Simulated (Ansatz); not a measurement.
# Direct or indirect: KCl (Fm-3m)

```
CELL_PARAMETERS angstrom
0.00000 3.14647 3.14647
3.14647 0.00000 3.14647
3.14647 3.14647 0.00000
ATOMIC_POSITIONS crystal
K 0.00000 0.00000 0.00000
Cl 0.50000 0.50000 0.50000
```

Method: Ansatz, PBE, independent particles, without spin-orbit coupling, line width 0.15 eV (Gaussian). The band structure gives a fundamental gap of 5.19 eV. The spectrum of vertical transitions near the edge:

```
E (eV)  Im ε, E ∥ xyz
  4.74           0.00
  4.86           0.00
  4.98           0.00
  5.10           0.03
  5.22           0.13
  5.34           0.26
  5.46           0.36
  5.58           0.43
  5.70           0.49
  5.82           0.54
  5.94           0.59
  6.06           0.64
  6.18           0.68
  6.30           0.72
  6.42           0.76
```

(1) Is the gap direct or indirect, and about where do vertical transitions set in?

Results:

(1) Direct: the band path has its least direct gap at the fundamental one, 5.19 eV, and the curves rise from there. Lines are broadened by 0.15 eV, which spreads the edge.

[Logs are printed without paths, hosts, clocks, repeated set-up lines and the standing remarks that a program may print on its own settings, such as how far it seeks lower states.]
